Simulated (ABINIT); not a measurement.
## GaN (P6_3mc): a self-consistent loop beyond G0W0, cycle by cycle

Wanted: G0W0 and self-consistent gaps of GaN (P6_3mc), with the cost of the cycles.

Main program and level: ABINIT 10.8.3; PBE and many-body steps on it, plane waves.

Most raw output is cut from this account.

The database entry behind the starting cell has ideal inner coordinates that were not refined, so it need not match the best structure at ambient conditions.

## Step 1: The starting structure

It takes space group P6_3mc (No. 186, hexagonal). Conventional cell: a = 3.190 Å, b = 3.190 Å, c = 5.189 Å, α = 90.00°, β = 90.00°, γ = 120.00°. Nearest to Ga lie 4 N at 1.95 Å. Nearest to N lie 4 Ga at 1.95 Å. Farther neighbours and most contacts between anions are not listed.

The cell and positions come from the Crystallography Open Database and are kept as given unless a step says otherwise.

## Step 2: Empty states on the mesh, 3×3×2 mesh, 66 bands

This step: ABINIT 10.8.3; DFT, PBE, plane waves, norm-conserving pseudopotentials.

The sums over transitions need many empty states on a uniform mesh; this step solves for them.

Input file run.abi:

```
acell 3*1.0 Angstrom
rprim 
  3.190000000016 -0.000000000004 0.000000000000
  -1.595000000005 2.762621038088 0.000000000000
  0.000000000000 0.000000000000 5.189000000000
ntypat 2
znucl 31 7
natom 4
typat 1 1 2 2
xred 
  0.666666666667 0.333333333333 0.000000000000
  0.333333333333 0.666666666667 0.500000000000
  0.666666666667 0.333333333333 0.375000000000
  0.333333333333 0.666666666667 0.875000000000
pp_dirpath "pseudos"
pseudos "Ga.upf, N.upf"
ecut 45
ngkpt 3 3 2
nshiftk 1
shiftk 0 0 0
kptopt 1
chksymbreak 0
iscf -2
irdden 1
istwfk *1
nband 66
nbdbuf 6
tolwfr 1e-09
nstep 60
prtvol 0
indata_prefix "in"
outdata_prefix "out"
tmpdata_prefix "tmp"
```

Started as:

```bash
OMP_NUM_THREADS=1 mpirun -n 4 abinit run.abi > log
```

Run time: 15 s. Hardware: 4 MPI ranks of Arm Neoverse V1, shared host; peak memory 0.29 GiB.

Numbers from this step:

```
gap                                                           : 1.919 eV
k of the valence top                                          : 0, 0, 0
k of the conduction bottom                                    : 0, 0, 0
least direct gap                                              : 1.919 eV
k points computed                                             : 6
lowest point of the top converged band, above the valence top : 39.02 eV
```

On this mesh the gap is 1.919 eV.

The density comes from a self-consistent run that is not shown.

## Step 3: Screening, 3×3×2 mesh, 60 bands, screening to 108.8 eV

The RPA dielectric matrix is built and inverted for each q.

This step: RPA screening on PBE, plane waves, norm-conserving pseudopotentials.

run.abi: that of step 2 with these lines changed.

```diff
@@ -22,10 +22,11 @@
 chksymbreak 0
-iscf -2
-irdden 1
 istwfk *1
-nband 66
-nbdbuf 6
-tolwfr 1e-09
-nstep 60
-prtvol 0
+occopt 1
+irdwfk 1
+optdriver 3
+nband 60
+ecuteps 4
+inclvkb 2
+awtr 1
+symchi 1
 indata_prefix "in"
```

It took 11 s on 4 MPI ranks; peak memory 0.62 GiB.

This step gave:

```
ε∞ with local fields, on this mesh, along the program's q direction : 9.891
the same without local fields                                       : 10.59
plasma frequency                                                    : 39.60 eV
plane waves in the screening matrix                                 : 111
```

Local fields lower ε∞ by 7 %. On a Γ-centred mesh this coarse the value itself is usually too large, while a short band sum pulls it down.

## Step 4: G0W0

The self-energy is evaluated for the states that the input lists, and the levels follow from it, in one-shot runs by the linearised quasiparticle equation.

This step: G0W0 on PBE, plane waves, norm-conserving pseudopotentials.

run.abi: that of step 3 with these lines changed.

```diff
@@ -25,8 +25,15 @@
 irdwfk 1
-optdriver 3
+optdriver 4
 nband 60
+gwcalctyp 0
+ecutsigx 45
+symsigma 1
+nkptgw 1
+kptgw 
+  0.0000000000 0.0000000000 0.0000000000
+bdgw 
+  25 28
 ecuteps 4
-inclvkb 2
-awtr 1
-symchi 1
+irdscr 1
+ppmodel 1
 indata_prefix "in"
```

Wall time 3.2 s (4 MPI ranks); peak memory 0.56 GiB.

This step gave:

```
G0W0 gap on the points computed              : 2.62 eV
starting gap on the mesh                     : 1.919 eV
k of the valence top                         : 0, 0, 0
k of the conduction bottom                   : 0, 0, 0
Z at the valence top                         : 0.796
Z at the conduction bottom                   : 0.821
least direct G0W0 gap on the computed points : 2.62 eV
```

The gap on the mesh goes from 1.92 eV to 2.62 eV, a correction of +0.70 eV.

## Step 5: QSGW, cycle 1

This step: QSGW on PBE, plane waves, norm-conserving pseudopotentials.

run.abi: that of step 4 with these lines changed.

```diff
@@ -27,10 +27,20 @@
 nband 60
-gwcalctyp 0
+gwcalctyp 28
 ecutsigx 45
-symsigma 1
-nkptgw 1
+symsigma 0
+nkptgw 6
 kptgw 
   0.0000000000 0.0000000000 0.0000000000
+  0.3333333333 0.0000000000 0.0000000000
+  0.3333333333 0.3333333333 0.0000000000
+  0.0000000000 0.0000000000 0.5000000000
+  0.3333333333 0.0000000000 0.5000000000
+  0.3333333333 0.3333333333 0.5000000000
 bdgw 
-  25 28
+  21 34
+  21 34
+  21 34
+  21 34
+  21 34
+  21 34
 ecuteps 4
@@ -38,2 +48,3 @@
 ppmodel 1
+rhoqpmix 0.3
 indata_prefix "in"
```

The job ended after 24 s (4 MPI ranks; peak memory 1 GiB).

This step gave:

```yaml
quasiparticle_gap_on_the_mesh: 2.76 eV
gap_of_the_density_functional_on_the_mesh: 1.919 eV
k_of_the_valence_top: 0, 0, 0
k_of_the_conduction_bottom: 0, 0, 0
z_at_the_valence_top: 1
z_at_the_conduction_bottom: 1
least_direct_quasiparticle_gap_on_the_computed_points: 2.76 eV
```

Against G0W0 in ABINIT (3×3×2 mesh, 60 bands, screening to 108.8 eV, Godby-Needs plasmon pole), the gap moves by +0.140 eV.

## Step 6: Screening, 3×3×2 mesh, 60 bands, screening to 108.8 eV

This step: RPA screening on PBE, plane waves, norm-conserving pseudopotentials.

Input file run.abi:

```
acell 3*1.0 Angstrom
rprim 
  3.190000000016 -0.000000000004 0.000000000000
  -1.595000000005 2.762621038088 0.000000000000
  0.000000000000 0.000000000000 5.189000000000
ntypat 2
znucl 31 7
natom 4
typat 1 1 2 2
xred 
  0.666666666667 0.333333333333 0.000000000000
  0.333333333333 0.666666666667 0.500000000000
  0.666666666667 0.333333333333 0.375000000000
  0.333333333333 0.666666666667 0.875000000000
pp_dirpath "pseudos"
pseudos "Ga.upf, N.upf"
ecut 45
ngkpt 3 3 2
nshiftk 1
shiftk 0 0 0
kptopt 1
chksymbreak 0
istwfk *1
occopt 1
irdwfk 1
optdriver 3
nband 60
ecuteps 4
inclvkb 2
awtr 1
symchi 1
gwcalctyp 28
mbpt_sciss 1.097 eV
nqptdm 1
qptdm 
  0 0 0
indata_prefix "in"
outdata_prefix "out"
tmpdata_prefix "tmp"
```

The job ended after 6.1 s (4 MPI ranks; peak memory 0.59 GiB; 24 s of CPU time).

Numbers from this step:

```yaml
eps_infinity_with_local_fields_on_this_mesh_along_the_program_s_q_direction: 7.890
the_same_without_local_fields: 8.355
plasma_frequency: 39.60 eV
plane_waves_in_the_screening_matrix: 111
```

This screening uses the functional's bands under a rigid shift, the mean opening of the cycle before.

## Step 7: Screening, 3×3×2 mesh, 60 bands, screening to 108.8 eV

This step: RPA screening on PBE from quasiparticle energies and orbitals, plane waves, norm-conserving pseudopotentials.

run.abi: that of step 6 with these lines changed.

```diff
@@ -31,7 +31,11 @@
 symchi 1
+irdqps 1
 gwcalctyp 28
-mbpt_sciss 1.097 eV
-nqptdm 1
+nqptdm 5
 qptdm 
-  0 0 0
+  0.3333333333 0.0000000000 0.0000000000
+  0.3333333333 0.3333333333 0.0000000000
+  0.0000000000 0.0000000000 0.5000000000
+  0.3333333333 0.0000000000 0.5000000000
+  0.3333333333 0.3333333333 0.5000000000
 indata_prefix "in"
```

Input file mrgscr.stdin:

```
2
merged
q0_SCR
out_SCR
1
```

Started as:

```bash
OMP_NUM_THREADS=1 mpirun -n 4 abinit run.abi > log; mrgscr < mrgscr.stdin
```

Wall time 7.2 s (4 MPI ranks); peak memory 0.6 GiB.

This step gave:

```yaml
plasma_frequency: 39.60 eV
plane_waves_in_the_screening_matrix: 111
```

This screening reads the quasiparticle levels of the cycle before.

## Step 8: QSGW, cycle 2

The corrected levels of the last cycle go back in.

This step: QSGW on PBE, plane waves, norm-conserving pseudopotentials.

run.abi: that of step 7 with these lines changed.

```diff
@@ -25,12 +25,10 @@
 irdwfk 1
-optdriver 3
+optdriver 4
 nband 60
-ecuteps 4
-inclvkb 2
-awtr 1
-symchi 1
-irdqps 1
 gwcalctyp 28
-nqptdm 5
-qptdm 
+ecutsigx 45
+symsigma 0
+nkptgw 6
+kptgw 
+  0.0000000000 0.0000000000 0.0000000000
   0.3333333333 0.0000000000 0.0000000000
@@ -40,2 +38,14 @@
   0.3333333333 0.3333333333 0.5000000000
+bdgw 
+  21 34
+  21 34
+  21 34
+  21 34
+  21 34
+  21 34
+ecuteps 4
+irdscr 1
+ppmodel 1
+irdqps 1
+rhoqpmix 0.3
 indata_prefix "in"
```

Started as:

```bash
OMP_NUM_THREADS=1 mpirun -n 4 abinit run.abi > log
```

Wall time 24 s (4 MPI ranks); peak memory 1 GiB.

Numbers from this step:

- quasiparticle gap on the mesh: 2.881 eV
- gap of the density functional on the mesh: 1.919 eV
- k of the valence top: 0, 0, 0
- k of the conduction bottom: 0, 0, 0
- least direct quasiparticle gap on the computed points: 2.881 eV

Against the cycle before, the gap moves by +0.121 eV.

## Step 9: Screening, 3×3×2 mesh, 60 bands, screening to 108.8 eV

This step: RPA screening on PBE, plane waves, norm-conserving pseudopotentials.

Input file run.abi:

```
acell 3*1.0 Angstrom
rprim 
  3.190000000016 -0.000000000004 0.000000000000
  -1.595000000005 2.762621038088 0.000000000000
  0.000000000000 0.000000000000 5.189000000000
ntypat 2
znucl 31 7
natom 4
typat 1 1 2 2
xred 
  0.666666666667 0.333333333333 0.000000000000
  0.333333333333 0.666666666667 0.500000000000
  0.666666666667 0.333333333333 0.375000000000
  0.333333333333 0.666666666667 0.875000000000
pp_dirpath "pseudos"
pseudos "Ga.upf, N.upf"
ecut 45
ngkpt 3 3 2
nshiftk 1
shiftk 0 0 0
kptopt 1
chksymbreak 0
istwfk *1
occopt 1
irdwfk 1
optdriver 3
nband 60
ecuteps 4
inclvkb 2
awtr 1
symchi 1
gwcalctyp 28
mbpt_sciss 1.230 eV
nqptdm 1
qptdm 
  0 0 0
indata_prefix "in"
outdata_prefix "out"
tmpdata_prefix "tmp"
```

Elapsed: 6.1 s, on 4 MPI ranks; peak memory 0.54 GiB.

Numbers from this step:

```
ε∞ with local fields, on this mesh, along the program's q direction : 7.723
the same without local fields                                       : 8.171
plasma frequency                                                    : 39.60 eV
plane waves in the screening matrix                                 : 111
```

This screening uses the functional's bands under a rigid shift, the mean opening of the cycle before.

## Step 10: Screening, 3×3×2 mesh, 60 bands, screening to 108.8 eV

This step: RPA screening on PBE from quasiparticle energies and orbitals, plane waves, norm-conserving pseudopotentials.

run.abi: that of step 9 with these lines changed.

```diff
@@ -31,7 +31,11 @@
 symchi 1
+irdqps 1
 gwcalctyp 28
-mbpt_sciss 1.230 eV
-nqptdm 1
+nqptdm 5
 qptdm 
-  0 0 0
+  0.3333333333 0.0000000000 0.0000000000
+  0.3333333333 0.3333333333 0.0000000000
+  0.0000000000 0.0000000000 0.5000000000
+  0.3333333333 0.0000000000 0.5000000000
+  0.3333333333 0.3333333333 0.5000000000
 indata_prefix "in"
```

mrgscr.stdin is that of step 7.

Started as:

```bash
OMP_NUM_THREADS=1 mpirun -n 4 abinit run.abi > log; mrgscr < mrgscr.stdin
```

Run time: 7.1 s. Hardware: 4 MPI ranks; peak memory 0.6 GiB; 28 s of CPU time.

This step gave:

```yaml
plasma_frequency: 39.60 eV
plane_waves_in_the_screening_matrix: 111
```

This screening reads the quasiparticle levels of the cycle before.

## Step 11: QSGW, cycle 3

This step: QSGW on PBE, plane waves, norm-conserving pseudopotentials.

run.abi: that of step 10 with these lines changed.

```diff
@@ -25,12 +25,10 @@
 irdwfk 1
-optdriver 3
+optdriver 4
 nband 60
-ecuteps 4
-inclvkb 2
-awtr 1
-symchi 1
-irdqps 1
 gwcalctyp 28
-nqptdm 5
-qptdm 
+ecutsigx 45
+symsigma 0
+nkptgw 6
+kptgw 
+  0.0000000000 0.0000000000 0.0000000000
   0.3333333333 0.0000000000 0.0000000000
@@ -40,2 +38,14 @@
   0.3333333333 0.3333333333 0.5000000000
+bdgw 
+  21 34
+  21 34
+  21 34
+  21 34
+  21 34
+  21 34
+ecuteps 4
+irdscr 1
+ppmodel 1
+irdqps 1
+rhoqpmix 0.3
 indata_prefix "in"
```

Started as:

```bash
OMP_NUM_THREADS=1 mpirun -n 4 abinit run.abi > log
```

Run time: 24 s. Hardware: 4 MPI ranks; peak memory 1 GiB.

Numbers from this step:

```
quasiparticle gap on the mesh                         : 2.991 eV
gap of the density functional on the mesh             : 1.919 eV
k of the valence top                                  : 0, 0, 0
k of the conduction bottom                            : 0, 0, 0
least direct quasiparticle gap on the computed points : 2.991 eV
```

Against the cycle before, the gap moves by +0.110 eV.

## Step 12: Screening, 3×3×2 mesh, 60 bands, screening to 108.8 eV

This step: RPA screening on PBE, plane waves, norm-conserving pseudopotentials.

Input file run.abi:

```
acell 3*1.0 Angstrom
rprim 
  3.190000000016 -0.000000000004 0.000000000000
  -1.595000000005 2.762621038088 0.000000000000
  0.000000000000 0.000000000000 5.189000000000
ntypat 2
znucl 31 7
natom 4
typat 1 1 2 2
xred 
  0.666666666667 0.333333333333 0.000000000000
  0.333333333333 0.666666666667 0.500000000000
  0.666666666667 0.333333333333 0.375000000000
  0.333333333333 0.666666666667 0.875000000000
pp_dirpath "pseudos"
pseudos "Ga.upf, N.upf"
ecut 45
ngkpt 3 3 2
nshiftk 1
shiftk 0 0 0
kptopt 1
chksymbreak 0
istwfk *1
occopt 1
irdwfk 1
optdriver 3
nband 60
ecuteps 4
inclvkb 2
awtr 1
symchi 1
gwcalctyp 28
mbpt_sciss 1.347 eV
nqptdm 1
qptdm 
  0 0 0
indata_prefix "in"
outdata_prefix "out"
tmpdata_prefix "tmp"
```

It took 6.1 s on 4 MPI ranks; peak memory 0.54 GiB; 24 s of CPU time.

This step gave:

```yaml
eps_infinity_with_local_fields_on_this_mesh_along_the_program_s_q_direction: 7.584
the_same_without_local_fields: 8.018
plasma_frequency: 39.60 eV
plane_waves_in_the_screening_matrix: 111
```

This screening uses the functional's bands under a rigid shift, the mean opening of the cycle before.

## Step 13: Screening, 3×3×2 mesh, 60 bands, screening to 108.8 eV

This step: RPA screening on PBE from quasiparticle energies and orbitals, plane waves, norm-conserving pseudopotentials.

run.abi: that of step 12 with these lines changed.

```diff
@@ -31,7 +31,11 @@
 symchi 1
+irdqps 1
 gwcalctyp 28
-mbpt_sciss 1.347 eV
-nqptdm 1
+nqptdm 5
 qptdm 
-  0 0 0
+  0.3333333333 0.0000000000 0.0000000000
+  0.3333333333 0.3333333333 0.0000000000
+  0.0000000000 0.0000000000 0.5000000000
+  0.3333333333 0.0000000000 0.5000000000
+  0.3333333333 0.3333333333 0.5000000000
 indata_prefix "in"
```

mrgscr.stdin is that of step 10.

Started as:

```bash
OMP_NUM_THREADS=1 mpirun -n 4 abinit run.abi > log; mrgscr < mrgscr.stdin
```

Run time: 7.2 s. Hardware: 4 MPI ranks; peak memory 0.6 GiB.

Numbers from this step:

* plasma frequency: 39.60 eV
* plane waves in the screening matrix: 111

This screening reads the quasiparticle levels of the cycle before.

## Step 14: QSGW, cycle 4

This step: QSGW on PBE, plane waves, norm-conserving pseudopotentials.

run.abi: that of step 13 with these lines changed.

```diff
@@ -25,12 +25,10 @@
 irdwfk 1
-optdriver 3
+optdriver 4
 nband 60
-ecuteps 4
-inclvkb 2
-awtr 1
-symchi 1
-irdqps 1
 gwcalctyp 28
-nqptdm 5
-qptdm 
+ecutsigx 45
+symsigma 0
+nkptgw 6
+kptgw 
+  0.0000000000 0.0000000000 0.0000000000
   0.3333333333 0.0000000000 0.0000000000
@@ -40,2 +38,14 @@
   0.3333333333 0.3333333333 0.5000000000
+bdgw 
+  21 34
+  21 34
+  21 34
+  21 34
+  21 34
+  21 34
+ecuteps 4
+irdscr 1
+ppmodel 1
+irdqps 1
+rhoqpmix 0.3
 indata_prefix "in"
```

Started as:

```bash
OMP_NUM_THREADS=1 mpirun -n 4 abinit run.abi > log
```

Wall time 24 s (4 MPI ranks); peak memory 1 GiB.

Numbers from this step:

- quasiparticle gap on the mesh: 3.060 eV
- gap of the density functional on the mesh: 1.919 eV
- k of the valence top: 0, 0, 0
- k of the conduction bottom: 0, 0, 0
- least direct quasiparticle gap on the computed points: 3.060 eV

Against the cycle before, the gap moves by +0.069 eV.

## Step 15: Screening, 3×3×2 mesh, 60 bands, screening to 108.8 eV

This step: RPA screening on PBE, plane waves, norm-conserving pseudopotentials.

Input file run.abi:

```
acell 3*1.0 Angstrom
rprim 
  3.190000000016 -0.000000000004 0.000000000000
  -1.595000000005 2.762621038088 0.000000000000
  0.000000000000 0.000000000000 5.189000000000
ntypat 2
znucl 31 7
natom 4
typat 1 1 2 2
xred 
  0.666666666667 0.333333333333 0.000000000000
  0.333333333333 0.666666666667 0.500000000000
  0.666666666667 0.333333333333 0.375000000000
  0.333333333333 0.666666666667 0.875000000000
pp_dirpath "pseudos"
pseudos "Ga.upf, N.upf"
ecut 45
ngkpt 3 3 2
nshiftk 1
shiftk 0 0 0
kptopt 1
chksymbreak 0
istwfk *1
occopt 1
irdwfk 1
optdriver 3
nband 60
ecuteps 4
inclvkb 2
awtr 1
symchi 1
gwcalctyp 28
mbpt_sciss 1.420 eV
nqptdm 1
qptdm 
  0 0 0
indata_prefix "in"
outdata_prefix "out"
tmpdata_prefix "tmp"
```

Elapsed: 6 s, on 4 MPI ranks; peak memory 0.54 GiB.

This step gave:

```
ε∞ with local fields, on this mesh, along the program's q direction : 7.501
the same without local fields                                       : 7.927
plasma frequency                                                    : 39.60 eV
plane waves in the screening matrix                                 : 111
```

This screening uses the functional's bands under a rigid shift, the mean opening of the cycle before.

## Step 16: Screening, 3×3×2 mesh, 60 bands, screening to 108.8 eV

This step: RPA screening on PBE from quasiparticle energies and orbitals, plane waves, norm-conserving pseudopotentials.

run.abi: that of step 15 with these lines changed.

```diff
@@ -31,7 +31,11 @@
 symchi 1
+irdqps 1
 gwcalctyp 28
-mbpt_sciss 1.420 eV
-nqptdm 1
+nqptdm 5
 qptdm 
-  0 0 0
+  0.3333333333 0.0000000000 0.0000000000
+  0.3333333333 0.3333333333 0.0000000000
+  0.0000000000 0.0000000000 0.5000000000
+  0.3333333333 0.0000000000 0.5000000000
+  0.3333333333 0.3333333333 0.5000000000
 indata_prefix "in"
```

mrgscr.stdin is that of step 13.

Started as:

```bash
OMP_NUM_THREADS=1 mpirun -n 4 abinit run.abi > log; mrgscr < mrgscr.stdin
```

Wall time 7.1 s (4 MPI ranks); peak memory 0.6 GiB; 28 s of CPU time.

Numbers from this step:

```
plasma frequency                    : 39.60 eV
plane waves in the screening matrix : 111
```

This screening reads the quasiparticle levels of the cycle before.

(Part 1 of 2 ends here.)

[Paths, hosts, dates, memory and timing lines, banners, echoed tables and standing remarks are left out of the program output.]

[Logs are printed without paths, hosts, clocks, repeated set-up lines and the standing remarks that a program may print on its own settings, such as how far it seeks lower states.]

[Runs of the session that timed out or met a known fault of the program may be left out.]

[Hosts, paths, dates, database ids (printed as entryN), source tags and the programs' standing remarks are cut or masked in the printed files.]

[G0W0 gaps are taken among the corrected bands and points alone; a level outside them can change the order at an edge.]

[Where Ansatz stands beside ABINIT at settings called matched, ABINIT's density can come from a denser mesh and the files from another edition; pairs whose starting gaps differed by over 0.03 eV were left out, so agreement reads better than it is.]
